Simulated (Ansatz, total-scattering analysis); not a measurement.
## The surroundings of H by a first difference

Two samples of methanol (16 methanol; C 16.7, O 16.7, H 66.7 atom %; 300 K, fixed volume; ρ₀ = 0.0891 Å⁻³) differ only in the isotope of H: D (b = 6.6681 fm) and H (b = -3.7395 fm). Other lengths: C 6.6472, O 5.8037 fm. The data are simulated by ab initio molecular dynamics with Ansatz (r2SCAN, plane waves, PAW default files, Langevin thermostat, no spin, fixed volume, H with the mass of D). The average runs over 0.32 ps of 96 atoms, so shells between rare elements are rough. Mean temperature 320 K, largest m.s.d. 1.57 Å², energy drift -1 meV an atom (last third less first, no steady trend), Langevin friction 10 ps⁻¹; the first quarter of the run is discarded. Start: last frame of a classical run of this cell at the same density and temperature. So short a stretch relaxes bonds and nearest shells but still remembers its start. It is a liquid that moves slowly on the time of the run as far as so short a run tells. The partials come from the cell's reciprocal vectors below 4 Å⁻¹ and from g(r) above; absorption, incoherent and inelastic scattering are left out. F(Q) = Σ ci cj bi bj (Sij − 1), in barn per steradian and atom:

```
Q (Å⁻¹)      2H      1H  difference
    0.9  -0.227  -0.200      -0.027
    1.2   0.009  -0.178       0.188
    1.5   0.267  -0.172       0.439
    1.8   0.364  -0.114       0.478
    2.1   0.028  -0.092       0.120
    2.4  -0.064  -0.055      -0.010
    2.7  -0.090  -0.041      -0.049
    3.0  -0.088  -0.024      -0.064
    3.3  -0.047   0.036      -0.083
    3.6  -0.045   0.017      -0.062
    3.9  -0.037   0.015      -0.052
    4.2  -0.042   0.023      -0.065
    4.5  -0.060   0.046      -0.105
    4.8  -0.074   0.078      -0.151
    5.1  -0.081   0.095      -0.176
    5.4  -0.080   0.081      -0.161
    5.7  -0.059   0.043      -0.103
    6.0  -0.020   0.003      -0.023
    6.3   0.016  -0.032       0.048
    6.6   0.045  -0.056       0.100
    6.9   0.073  -0.063       0.136
    7.2   0.093  -0.057       0.150
    7.5   0.089  -0.045       0.133
    7.8   0.065  -0.032       0.096
    8.1   0.037  -0.019       0.056
    8.4   0.013  -0.005       0.018
    8.7  -0.007   0.009      -0.016
    9.0  -0.021   0.017      -0.037
    9.3  -0.029   0.016      -0.045
    9.6  -0.033   0.012      -0.046
    9.9  -0.035   0.015      -0.050
   10.2  -0.037   0.019      -0.056
   10.5  -0.036   0.022      -0.058
   10.8  -0.032   0.022      -0.054
```

The first difference in real space, ΔG(r), in barn (from the pair functions, so without the broadening of a finite Q range):

```
r (Å)  first difference G(r)
 0.50                 -0.421
 0.58                 -0.421
 0.66                 -0.421
 0.74                 -0.421
 0.82                 -0.421
 0.90                 -0.351
 0.98                  2.147
 1.06                  3.436
 1.14                  2.121
 1.22                 -0.389
 1.30                 -0.421
 1.38                 -0.421
 1.46                 -0.417
 1.54                 -0.410
 1.62                 -0.351
 1.70                 -0.068
 1.78                  0.260
 1.86                  0.025
 1.94                  0.135
 2.02                  0.387
 2.10                  0.429
 2.18                 -0.050
 2.26                 -0.229
 2.34                 -0.233
 2.42                 -0.213
 2.50                 -0.213
 2.58                 -0.206
 2.66                 -0.197
 2.74                 -0.141
 2.82                 -0.084
 2.90                 -0.088
 2.98                 -0.098
 3.06                 -0.085
 3.14                 -0.049
 3.22                 -0.012
 3.30                 -0.007
 3.38                  0.001
 3.46                  0.001
 3.54                  0.004
```

**Question.** Which pairs survive in the difference, and what is the first shell of H?

Pairs without H cancel. ΔG(r) = Σ W [g(r) − 1] with W = 2 c(H) c(j) b(j) Δb, and c(H)² (b₁² − b₂²) for H–H: H–C 0.1537, H–O 0.1342, H–H 0.1355 barn. At small r, ΔG → −ΣW = -0.423; in this finite cell the H–H term carries (N − 1)/N with N = 64 atoms of H, which gives -0.421.

The first feature holds O–H (0.97 Å, 0.2 neighbours by the coordinates) and C–H (1.09 Å, 0.8 neighbours by the coordinates) together, so its area gives only their weighted sum.

Shells of H from the coordinates: O–H at 0.97 Å, 0.2 neighbours to 1.24 Å; C–H at 1.09 Å, 0.8 neighbours to 1.40 Å; H–H at 1.77 Å, 1.6 neighbours to 2.02 Å (first peaks with a usable minimum only). Counts average over all H, whatever molecule they sit on, and second peaks of a pair (H two bonds away, hydrogen bonds) add features between 1.5 and 2.5 Å that aren't listed. The structure is taken to be the same for both isotopes, which holds least well for H and D.

[Logs are printed without paths, hosts, clocks, repeated set-up lines and the standing remarks that a program may print on its own settings, such as how far it seeks lower states.]
